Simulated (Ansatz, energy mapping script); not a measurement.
# NiO in the rock-salt structure: exchange couplings from total energies

Wanted: the magnetic order of NiO in the rock-salt structure, its couplings and an estimate of its ordering temperature, by LDA+U (1.2 eV).

Calculated with Ansatz 0.2.0; LDA with U = 1.2 eV on Ni d, ortho-atomic projectors; plane waves, U on orthogonalised atomic orbitals unless named otherwise, collinear spin, no spin–orbit coupling.

**Measured values to reproduce.**

For NiO, rock salt (bulk NiO foil, from earlier work), “Plasma-assisted molecular beam epitaxy of NiO on GaN(00.1)” (2019, arxiv:1910.07810) quotes earlier work: lattice constant a (cubic lattice constant from (200) peak) 0.4176 nm [Measured on a bulk NiO foil, from the authors' earlier cited work; derived from a single …].

For NiO, rock salt (literature value), “On the Elastic Anisotropy of the Entropy-Stabilized Oxide (Mg, Co, Ni, Cu, Zn)O” (2020, arxiv:2004.06613) quotes earlier work: ordering temperature (Neel temperature) 525 K [literature value quoted in the paper's theory part].

### 1. The starting structure

It takes space group Fm-3m (No. 225, cubic). The conventional cell has a = 4.203 Å, b = 4.203 Å, c = 4.203 Å, α = 90.00°, β = 90.00°, γ = 90.00°. Nearest to Ni lie 6 O at 2.10 Å. Nearest to O lie 6 Ni at 2.10 Å. rocksalt prototype, lattice guessed from radii. Farther neighbours and most contacts between anions are not listed.

Structure file:

```cif
data_structure
_symmetry_space_group_name_H-M 'Fm-3m'
_symmetry_Int_Tables_number 225
_cell_length_a 4.2027
_cell_length_b 4.2027
_cell_length_c 4.2027
_cell_angle_alpha 90.000
_cell_angle_beta 90.000
_cell_angle_gamma 90.000
_cell_volume 74.23
loop_
_atom_site_label
_atom_site_type_symbol
_atom_site_symmetry_multiplicity
_atom_site_Wyckoff_symbol
_atom_site_fract_x
_atom_site_fract_y
_atom_site_fract_z
_atom_site_occupancy
Ni1 Ni 4 a 0.00000 0.00000 0.00000 1
O1 O 4 b 0.50000 0.00000 0.00000 1
```

This cell was built for the study (rocksalt prototype, lattice guessed from radii), not taken from an experiment; the compound need not form in this structure.

The cell was relaxed beforehand in Ansatz under PBEsol with U = 6 eV on Ni d, ortho-atomic projectors, from parallel moments.

A Hubbard U penalises fractional filling of the shell. It raises the cost of virtual hops to the neighbours, so couplings that rest on such hops usually weaken.

### 2. Which atoms carry moments

One run in the crystal's own cell, under LDA with U = 4.8 eV on Ni d, ortho-atomic projectors, shows which elements keep a moment. Transition or f elements with 0.3 μB or more enter the spin model; moments induced on other atoms do not.

Contents of input.yaml:

```yaml
crystal:
  lattice:
    - [0.0, 2.10134405, 2.10134405]
    - [2.10134405, 0.0, 2.10134405]
    - [2.10134405, 2.10134405, 0.0]
  atoms:
    - { symbol: Ni, position: [0.0, 0.0, 0.0], spin: 2.0 }
    - { symbol: O, position: [0.5, 0.5, 0.5] }
magnetization:
  spin_polarized: true
kpoints:
  mp_grid: { grid: [10, 10, 10] }
hamiltonian:
  xc: lda
  hubbard:
    sites: [{ species: Ni, l: d, u_eff: 4.8 }]
    projectors: ortho-atomic
scf:
  occupations: { method: fermi_dirac, width: 0.05 }
output:
  eigenvalues: true
```

Command:

```console
ansatz run input.yaml --threads 4 --pin off --max-ram 8192MiB --backend cpu --events-out ev --progress --plain --runs-dir out
```

Numbers of over 12 decimals in the logs are rounded to 6 here.

Output:

```text
Engine: ansatz 0.2.0, aarch64-unknown-linux-gnu
Pseudopotentials: kind: paw
Pseudopotential: Ni, paw, valence charge 18, recommended cutoff 420 eV (normal), Ni.paw.azcp
Pseudopotential: O, paw, valence charge 6, recommended cutoff 420 eV (normal), O.paw.azcp
Functional definition: SPW92
  exchange = slater_x
  correlation = pw_c
Crystal: 2 atoms, lattice volume = 18.558 Å³
Basis set: ecut = 420 eV, 339 PW (Γ)
Bands: 17, of which v1, the nominal top of the filled ones, is band 12 counted from 1 (11 counted from 0)
Symmetry: 48 space group operations
Space group: Fm-3m (ITA 225), of the structure as read, at distance tolerance 2.6e-5 Å
Magnetic group: BNS 225.116 (UNI 1618), of the structure as read, at distance tolerance 2.6e-5 Å
k-points: 47 of 1000
Non-local potential: Ni, projectors of the file, l = 0: 3, l = 1: 2, l = 2: 3, l = 3: 1
Non-local potential: O, projectors of the file, l = 0: 2, l = 1: 2, l = 2: 1
PAW form: soft (Blöchl's): semilocal exchange-correlation on the pseudo side does not see the compensation charge
PAW frozen core: Ni, regenerated for the run's functional, and the local potential with it (the file was generated under x = pbe(κ = 0.804, μ = 0.219515), c = pbe(β = 0.066725))
PAW frozen core: O, regenerated for the run's functional, and the local potential with it (the file was generated under x = pbe(κ = 0.804, μ = 0.219515), c = pbe(β = 0.066725))
PAW one-centre angular grid: Ni, 590 points (default); XC on 64 Gauss nodes
PAW one-centre angular grid: O, 110 points (default); XC on 64 Gauss nodes
Initial density: superposition of atomic densities (chi_scale 0.1, normalization cell, long waves kept (reshape's long-wave potential 0.00 eV rms))
Starting moments: Σ|m| = 2 μB on 1 of 2 sites
Initial wavefunctions: pseudopotential atomic-orbital guess
Functional: x = slater, c = lda
SCF iter   1: F=—  HF=-6328.132646 eV  |F-HF|=—  |Δ(HF+E_count)|=         —  Δρ=3.99e-1 (↑1.10e-1 ↓3.99e-1)  dr2=3.33e1  dr2_m=5.03e0  M=0.535 μB ∫|m|=0.538 μB  β_m=0.30  ethr=3.10e-3  ⟨swp⟩=5.5  Hψ=7058  notcnv=0
preconditioner: auto → none  [metal: Δε(μ)=0.046 eV  Ē_g=16.070 eV  σ=0.050 eV  W_gap=0.23  n_scr=8 (ndim 8)  ℏωp=34.5 eV  f_vac=0.000  D(μ)=1.52/eV (n_scr^D=14)  sad-step TF]
SCF iter   2: F=—  HF=-6324.669332 eV  |F-HF|=—  |Δ(HF+E_count)|=    3.46e0  Δρ=7.24e-2 (↑5.56e-2 ↓7.24e-2)  dr2=5.37e-1  dr2_m=2.17e-1  M=1.564 μB ∫|m|=1.566 μB  β_m=0.30  ethr=3.10e-3  ⟨swp⟩=3.3  Hψ=4432  notcnv=0  defer=20
SCF iter   3: F=—  HF=-6324.890759 eV  |F-HF|=—  |Δ(HF+E_count)|=   2.21e-1  Δρ=5.65e-2 (↑2.85e-2 ↓5.65e-2)  dr2=1.57e-1  dr2_m=1.60e-1  M=1.663 μB ∫|m|=1.665 μB  β_m=1.00  ethr=2.24e-3  ⟨swp⟩=2.7  Hψ=3603  notcnv=0  defer=19
[...]
SCF iter  11: F=—  HF=-6325.880869 eV  |F-HF|=—  |Δ(HF+E_count)|=   4.60e-4  Δρ=2.94e-3 (↑1.20e-3 ↓2.94e-3)  dr2=1.37e-3  dr2_m=4.87e-4  M=2.000 μB ∫|m|=2.008 μB  β_m=0.60  ethr=1.97e-5  ⟨swp⟩=2.1  Hψ=2641  notcnv=0  defer=44
SCF iter  12: F=—  HF=-6325.880640 eV  |F-HF|=—  |Δ(HF+E_count)|=   2.29e-4  Δρ=8.80e-4 (↑2.01e-4 ↓8.80e-4)  dr2=6.85e-5  dr2_m=4.90e-5  M=2.000 μB ∫|m|=2.008 μB  β_m=0.72  ethr=5.69e-6  ⟨swp⟩=2.1  Hψ=2006  notcnv=0  defer=44
SCF iter  13: F=—  HF=-6325.880646 eV  |F-HF|=—  |Δ(HF+E_count)|=   5.60e-6  Δρ=1.09e-4 (↑4.97e-5 ↓1.09e-4)  dr2=1.60e-6  dr2_m=7.99e-7  M=2.000 μB ∫|m|=2.008 μB  β_m=0.83  ethr=2.85e-7  ⟨swp⟩=2.1  Hψ=2142  notcnv=0  defer=44
SCF iter  14: F=—  HF=-6325.880646 eV  |F-HF|=—  |Δ(HF+E_count)|=   1.32e-7  Δρ=3.70e-5 (↑1.42e-5 ↓3.70e-5)  dr2=1.70e-7  dr2_m=8.89e-8  M=2.000 μB ∫|m|=2.008 μB  β_m=0.91  ethr=6.69e-9  ⟨swp⟩=2.3  Hψ=2215  notcnv=0  defer=44
SCF iter  15: F=-6325.880646 eV  HF=-6325.880646 eV  |F-HF|=1.93e-9  |Δ(HF+E_count)|=   4.26e-9  Δρ=4.93e-6 (↑1.98e-6 ↓4.93e-6)  dr2=3.18e-9  dr2_m=1.56e-9  M=2.000 μB ∫|m|=2.008 μB  ethr=4.17e-10  ⟨swp⟩=4.2  Hψ=4645  notcnv=0
SCF 1 converged in 15 iterations: F = -6325.880646 eV  dr2 = 3.18e-9
[...]
SCF converged after 15 iterations
Magnetization: 2.0000 μB (13.0000 up, 11.0000 down)
Absolute magnetization: 2.0067 μB (∫|ρ↑−ρ↓|, with the PAW one-centre terms)
Spin contamination: 0.0018 ħ² per cell (⟨S²⟩ above its minimum at these occupations)
Per-site moments (μB) at R_I (Å): [(1.657251, 0.866804420625), (0.273311, 0.866804420625)]
Free energy (F): -6325.880646 eV
Harris-Foulkes:  -6325.880646 eV  (|F-HF|=1.93e-9)
Internal energy: -6325.880645 eV  (E = F + TS)
E sigma→0 (E₀):  -6325.880645 eV
Entropy (-TS):   -0.000001 eV (-0.001 meV/atom)
Fermi energy:    13.566637 eV
--- Per-component energies (eV) ---
  E_band       = -363.339723
  E_kinetic    = 449.269680
  E_local      = -4022.673251  (includes V_loc(G=0)·N_el)
  E_nonlocal   = 694.677105
  E_hartree    = 1647.914430
  E_xc         = -154.187402
  E_vxc        = -198.938508  (∫ρ·V_xc dr)
  E_hubbard    = 0.772469  (on-site DFT+U / exact-exchange correction)
  E_vhub       = -18.481001  (the Hubbard potential's part of the band-sum identity)
  E_paw        = -1711.307670  (= ΣΔE_a)
  E_vpaw       = -563.022467  (= ΣTr[D̂ρ^β])
  E_aug_tail   = 0.002916  (compensation charges beyond the density's cutoff)
  E_ewald      = -3230.879964
  E_core_change = 0.531042  (= ΣΔE_core)
  E_smearing   = -0.000001  (= −TS)
  E_closure    = 0.000000  (closes the sum)
  Σ components = -6325.880646   (vs F -6325.880646, Δ=0.00e0)
--- Band table (eV; the first three rows and the last of 94) ---
  k-point 0 ↑: bands = [... 8 lower, 8.1621, 8.1621, 11.0199, 11.0199, 11.0199, 15.0416, 31.1503, 32.0713, ... 1 higher]
  k-point 1 ↑: bands = [... 8 lower, 8.1976, 8.1976, 10.5090, 11.2866, 11.2866, 15.7624, 28.9975, 31.6545, ... 1 higher]
  k-point 2 ↑: bands = [... 8 lower, 8.3472, 8.3472, 9.9249, 11.8734, 11.8734, 17.1299, 26.5096, 30.2376, ... 1 higher]
  k-point 46 ↓: bands = [... 8 lower, 10.3903, 10.6941, 10.7116, 14.7234, 15.2774, 21.9183, 24.3849, 24.6605, ... 1 higher]
Occupation matrices written to <dir>
```

Elapsed: 1.2 s, on 4 threads of Arm Neoverse V1, shared host; peak memory 0.28 GiB.

Spin moment in the sphere by atom:

| atom | spin moment in the sphere (μB) |
| --- | --- |
| Ni1 | 1.66 |
| O2 | 0.27 |

The run ends ferromagnetic; Ni carries the moments.

### 3. A run to fix the orbital filling

A corrected shell can settle in several orbital fillings. One parallel run, with an occupation width a fifth wider than the orders use, therefore is to supply the occupation matrices. All orders start from them.

input.yaml, the sections that differ from step 2:

```yaml
kpoints:
  mp_grid: { grid: [11, 11, 11] }
hamiltonian:
  xc: lda
  hubbard:
    sites: [{ species: Ni, l: d, u_eff: 1.2 }]
    projectors: ortho-atomic
scf:
  occupations: { method: fermi_dirac, width: 0.06 }
# crystal, magnetization, output: as in step 2
```

Output:

```text
[...]
Crystal: 2 atoms, lattice volume = 18.558 Å³
Basis set: ecut = 420 eV, 339 PW (Γ)
Bands: 17, of which v1, the nominal top of the filled ones, is band 12 counted from 1 (11 counted from 0)
Symmetry: 48 space group operations
[...]
k-points: 56 of 1331
[...]
Starting moments: Σ|m| = 2 μB on 1 of 2 sites
[...]
SCF iter   1: F=—  HF=-6329.840574 eV  |F-HF|=—  |Δ(HF+E_count)|=         —  Δρ=3.91e-1 (↑1.07e-1 ↓3.91e-1)  dr2=3.03e1  dr2_m=5.25e0  M=0.423 μB ∫|m|=0.429 μB  β_m=0.30  ethr=3.10e-3  ⟨swp⟩=5.7  Hψ=8334  notcnv=0
[...]
SCF iter  23: F=-6326.562579 eV  HF=-6326.562579 eV  |F-HF|=2.21e-8  |Δ(HF+E_count)|=   1.82e-7  Δρ=1.54e-5 (↑3.43e-6 ↓1.54e-5)  dr2=2.78e-8  dr2_m=1.33e-8  M=1.781 μB ∫|m|=1.789 μB  ethr=4.17e-10  ⟨swp⟩=2.9  Hψ=6576  notcnv=0
SCF 1 converged in 23 iterations: F = -6326.562579 eV  dr2 = 2.78e-8
[...]
SCF converged after 23 iterations
Magnetization: 1.7811 μB (12.8905 up, 11.1095 down)
Absolute magnetization: 1.7884 μB (∫|ρ↑−ρ↓|, with the PAW one-centre terms)
[...]
Per-site moments (μB) at R_I (Å): [(1.428558, 0.866804420625), (0.295915, 0.866804420625)]
Free energy (F): -6326.562579 eV
[...]
Internal energy: -6326.549633 eV  (E = F + TS)
E sigma→0 (E₀):  -6326.556106 eV
Entropy (-TS):   -0.012946 eV (-6.473 meV/atom)
Fermi energy:    13.443619 eV
[...]
--- Band table (eV; the first three rows and the last of 112) ---
  k-point 0 ↑: bands = [... 8 lower, 10.3896, 10.3896, 10.6432, 10.6432, 10.6432, 14.9708, 31.1466, 32.1406, ... 1 higher]
  k-point 1 ↑: bands = [... 8 lower, 10.4087, 10.4087, 10.8415, 11.2861, 11.2861, 15.5491, 29.2803, 31.8083, ... 1 higher]
  k-point 2 ↑: bands = [... 8 lower, 10.5569, 10.5569, 11.0186, 12.0964, 12.0964, 16.7447, 26.9733, 30.6148, ... 1 higher]
  k-point 55 ↓: bands = [... 8 lower, 12.1103, 12.2777, 12.5302, 13.7909, 14.5128, 22.1975, 24.1425, 24.3003, ... 1 higher]
Occupation matrices written to <dir>
```

Elapsed: 1.8 s, on 4 threads; peak memory 0.28 GiB; 5.9 s of CPU time.

Numbers from this step:

```
final state                       : ferromagnetic
electrons in the corrected shells : 8.477 e
largest moment                    : 1.429 μB
```

### 4. Order 1: parallel, cell A of 4 atoms

Each cell gets its own parallel run on the same mesh, so that most of the mesh error cancels in the differences.

Contents of input.yaml:

```yaml
crystal:
  lattice:
    - [0.0, -2.10134405, -2.10134405]
    - [-2.10134405, 0.0, -2.10134405]
    - [2.10134405, 2.10134405, -4.2026881]
  atoms:
    - { symbol: Ni, position: [0.5, 0.5, 0.5], spin: 2.0 }
    - { symbol: Ni, position: [0.0, 0.0, 0.0], spin: 2.0 }
    - { symbol: O, position: [0.75, 0.75, 0.75] }
    - { symbol: O, position: [0.25, 0.25, 0.25] }
magnetization:
  spin_polarized: true
kpoints:
  mp_grid: { grid: [11, 11, 11] }
hamiltonian:
  xc: lda
  hubbard:
    sites:
      - { species: Ni, l: d, u_eff: 1.2 }
      - { site: 0, l: d, u_eff: 1.2, starting_ns: [{ spin: up, occupation_matrix: ni1_major }, { spin: down, occupation_matrix: ni1_minor }] }
      - { site: 1, l: d, u_eff: 1.2, starting_ns: [{ spin: up, occupation_matrix: ni1_major }, { spin: down, occupation_matrix: ni1_minor }] }
    projectors: ortho-atomic
    occupation_matrices:
      ni1_major:
        matrix:
          - [0.973, 0.0, 0.0, 0.0, 0.0]
          - [0.0, 0.996, 0.0, 0.0, 0.0]
          - [0.0, 0.0, 0.996, 0.0, 0.0]
          - [0.0, 0.0, 0.0, 0.973, 0.0]
          - [0.0, 0.0, 0.0, 0.0, 0.996]
      ni1_minor:
        matrix:
          - [0.289, 0.0, 0.0, 0.0, 0.0]
          - [0.0, 0.988, 0.0, 0.0, 0.0]
          - [0.0, 0.0, 0.988, 0.0, 0.0]
          - [0.0, 0.0, 0.0, 0.289, 0.0]
          - [0.0, 0.0, 0.0, 0.0, 0.988]
scf:
  occupations: { method: fermi_dirac, width: 0.05 }
output:
  eigenvalues: true
  write_density: true
  write_potential: true
  elf: true
  volumetric_format: npy
```

Output:

```text
[...]
Crystal: 4 atoms, lattice volume = 37.115 Å³
Basis set: ecut = 420 eV, 707 PW (Γ)
Bands: 32, of which v1, the nominal top of the filled ones, is band 24 counted from 1 (23 counted from 0)
Symmetry: 24 space group operations
[...]
k-points: 146 of 1331
[...]
Starting moments: Σ|m| = 4 μB on 2 of 4 sites
[...]
SCF iter   1: F=—  HF=-12659.661142 eV  |F-HF|=—  |Δ(HF+E_count)|=         —  Δρ=3.77e-1 (↑1.04e-1 ↓3.77e-1)  dr2=5.68e1  dr2_m=9.64e0  M=0.988 μB ∫|m|=0.995 μB  β_m=0.30  ethr=3.10e-3  ⟨swp⟩=5.5  Hψ=33695  notcnv=0  defer=4
[...]
spin=Collinear: Kerker preconditioning applied to the charge; magnetization (m = ρ↑ − ρ↓) channel mixes plain (no charge-response kernel on spin).
SCF iter   2: F=—  HF=-12653.479258 eV  |F-HF|=—  |Δ(HF+E_count)|=    6.18e0  Δρ=7.99e-2 (↑5.61e-2 ↓7.99e-2)  dr2=1.38e0  dr2_m=4.53e-1  M=3.038 μB ∫|m|=3.042 μB  β_m=0.30  ethr=3.10e-3  ⟨swp⟩=3.8  Hψ=23562  notcnv=0  defer=524
[...]
SCF iter  16: F=-12653.122224 eV  HF=-12653.122224 eV  |F-HF|=8.04e-10  |Δ(HF+E_count)|=   8.38e-9  Δρ=3.24e-6 (↑1.20e-6 ↓3.24e-6)  dr2=1.89e-9  dr2_m=1.41e-9  M=3.562 μB ∫|m|=3.578 μB  ethr=7.21e-11  ⟨swp⟩=1.0  Hψ=21997  notcnv=0
SCF 1 converged in 16 iterations: F = -12653.122224 eV  dr2 = 1.89e-9
[...]
SCF converged after 16 iterations
Magnetization: 3.5621 μB (25.7811 up, 22.2189 down)
Absolute magnetization: 3.5767 μB (∫|ρ↑−ρ↓|, with the PAW one-centre terms)
[...]
Per-site moments (μB) at R_I (Å): [(1.428515, 0.866804420625), (1.428515, 0.866804420625), (0.295882, 0.866804420625), (0.295882, 0.866804420625)]
Free energy (F): -12653.122224 eV
[...]
Internal energy: -12653.104644 eV  (E = F + TS)
E sigma→0 (E₀):  -12653.113434 eV
Entropy (-TS):   -0.017580 eV (-4.395 meV/atom)
Fermi energy:    13.451852 eV
[...]
--- Specified on-site occupations, and those of the state reported ---
  electrons in the specified blocks: 16.9520 specified, 16.9547 found
  site 1 (l=d) ↑: largest change of an orbital's occupation 0.0006; electrons 4.9340 specified, 4.9365 found; spectral distance 0.0011
[...]
site 1 (l=d) ↓: largest change of an orbital's occupation 0.0005; electrons 3.5420 specified, 3.5409 found; spectral distance 0.0008
[...]
--- Band table (eV; the first three rows and the last of 292) ---
  k-point 0 ↑: bands = [... 20 lower, 10.6429, 11.0910, 11.0910, 11.7009, 13.6908, 13.6908, 14.9706, 19.0065, ... 4 higher]
  k-point 1 ↑: bands = [... 20 lower, 10.8886, 11.0750, 11.0750, 11.6747, 13.6528, 13.6528, 15.1296, 18.9872, ... 4 higher]
  k-point 2 ↑: bands = [... 20 lower, 11.0285, 11.2857, 11.2857, 11.6010, 13.5396, 13.5396, 15.5489, 18.9065, ... 4 higher]
  k-point 145 ↓: bands = [... 20 lower, 12.6241, 12.6385, 13.9854, 14.3996, 14.6542, 15.0761, 21.6941, 21.8629, ... 4 higher]
Occupation matrices written to <dir>
```

Wall time 15 s (4 threads); peak memory 0.55 GiB; 46 s of CPU time.

Spin moment in the sphere by atom:

| atom | spin moment in the sphere (μB) |
| --- | --- |
| Ni1 | 1.43 |
| Ni2 | 1.43 |
| O3 | 0.30 |
| O4 | 0.30 |

The run ends ferromagnetic.

Spin density in the ac plane at fractional y = 0.000, with atoms of Ni within 0.2 Å of it.

Ten even steps from '0' (0.0 e/Å³) to '9' (6.0 e/Å³):
```
663000000000014
112100000000001
000000000000000
000000000000000
000000000000000
000000000000000
000000000000000
000000000000000
000000000000000
000000000000000
000000000000000
000000000000000
000000000000000
000000000000000
000000000000000
000000000000000
000000000000000
000000000000000
000000000000000
000000000000000
000000000000000
000000000000000
000000000000000
110000000000121
641000000000036
962000000000026
```
Columns run along a (3.0 Å), rows up along c (5.1 Å). Atoms in or near the plane, at fractional coordinates: Ni at (0.00, 0.00).

ELF in the ac plane at fractional y = 0.000, with atoms of Ni within 0.2 Å of it. It is the smooth field of the valence electrons, not physical close to the nuclei.

Values, 24 rows by 15 columns, each cell a mean:
```
0.62 0.59 0.45 0.32 0.21 0.13 0.10 0.10 0.11 0.10 0.11 0.16 0.25 0.36 0.50
0.45 0.47 0.36 0.24 0.16 0.11 0.12 0.19 0.23 0.20 0.14 0.11 0.14 0.22 0.33
0.32 0.36 0.30 0.19 0.11 0.10 0.20 0.36 0.46 0.45 0.34 0.19 0.11 0.13 0.21
0.20 0.26 0.23 0.15 0.10 0.14 0.34 0.56 0.66 0.67 0.62 0.45 0.24 0.12 0.13
0.12 0.15 0.15 0.11 0.11 0.22 0.47 0.68 0.76 0.78 0.76 0.69 0.49 0.25 0.13
0.11 0.10 0.10 0.09 0.12 0.26 0.52 0.71 0.78 0.80 0.80 0.77 0.67 0.44 0.22
0.14 0.08 0.07 0.08 0.11 0.24 0.47 0.67 0.77 0.81 0.81 0.79 0.72 0.55 0.31
0.16 0.08 0.06 0.06 0.08 0.17 0.35 0.55 0.70 0.77 0.80 0.78 0.70 0.54 0.33
0.15 0.08 0.06 0.06 0.07 0.11 0.20 0.36 0.52 0.63 0.68 0.67 0.59 0.45 0.28
0.11 0.08 0.07 0.07 0.07 0.08 0.11 0.18 0.28 0.37 0.43 0.43 0.39 0.30 0.19
0.09 0.08 0.08 0.08 0.08 0.08 0.08 0.10 0.13 0.18 0.21 0.22 0.20 0.17 0.12
0.08 0.08 0.10 0.11 0.11 0.10 0.09 0.08 0.08 0.10 0.11 0.12 0.11 0.10 0.09
0.09 0.12 0.16 0.19 0.20 0.19 0.16 0.12 0.09 0.08 0.08 0.08 0.08 0.08 0.08
0.11 0.19 0.28 0.37 0.42 0.41 0.35 0.26 0.17 0.10 0.08 0.07 0.07 0.07 0.08
0.14 0.28 0.44 0.58 0.66 0.67 0.61 0.50 0.34 0.19 0.10 0.07 0.06 0.06 0.08
0.16 0.33 0.54 0.70 0.77 0.79 0.77 0.69 0.54 0.34 0.16 0.08 0.06 0.06 0.08
0.15 0.32 0.55 0.72 0.79 0.81 0.81 0.77 0.67 0.46 0.24 0.11 0.07 0.07 0.08
0.12 0.22 0.45 0.67 0.77 0.80 0.81 0.79 0.71 0.52 0.26 0.12 0.09 0.10 0.10
0.12 0.13 0.27 0.51 0.70 0.76 0.78 0.76 0.69 0.48 0.22 0.11 0.11 0.15 0.15
0.19 0.12 0.13 0.26 0.48 0.63 0.68 0.67 0.57 0.35 0.15 0.10 0.15 0.22 0.25
0.31 0.20 0.12 0.12 0.21 0.36 0.47 0.47 0.38 0.21 0.11 0.11 0.19 0.30 0.36
0.44 0.32 0.21 0.14 0.11 0.15 0.22 0.24 0.20 0.12 0.11 0.15 0.24 0.36 0.46
0.61 0.49 0.35 0.24 0.15 0.11 0.11 0.11 0.11 0.10 0.13 0.21 0.31 0.44 0.58
0.72 0.63 0.46 0.33 0.22 0.13 0.09 0.08 0.08 0.09 0.13 0.22 0.34 0.47 0.63
```
Columns run along a (3.0 Å), rows up along c (5.1 Å). Atoms in or near the plane, at fractional coordinates: Ni at (0.00, 0.00).

(Part 1 of 3 ends here.)

[Logs and program files are shortened in this print: banners, set-up blocks, solver, clock and traceback lines can be left out without a mark of their own.]

[Logs are printed without paths, hosts, clocks, repeated set-up lines and the standing remarks that a program may print on its own settings, such as how far it seeks lower states.]

[Hosts, paths, dates, database ids (printed as entryN), source tags and the programs' standing remarks are cut or masked in the printed files.]

[Where a cell is said to come from a database of computed structures, the database is the Materials Project.]
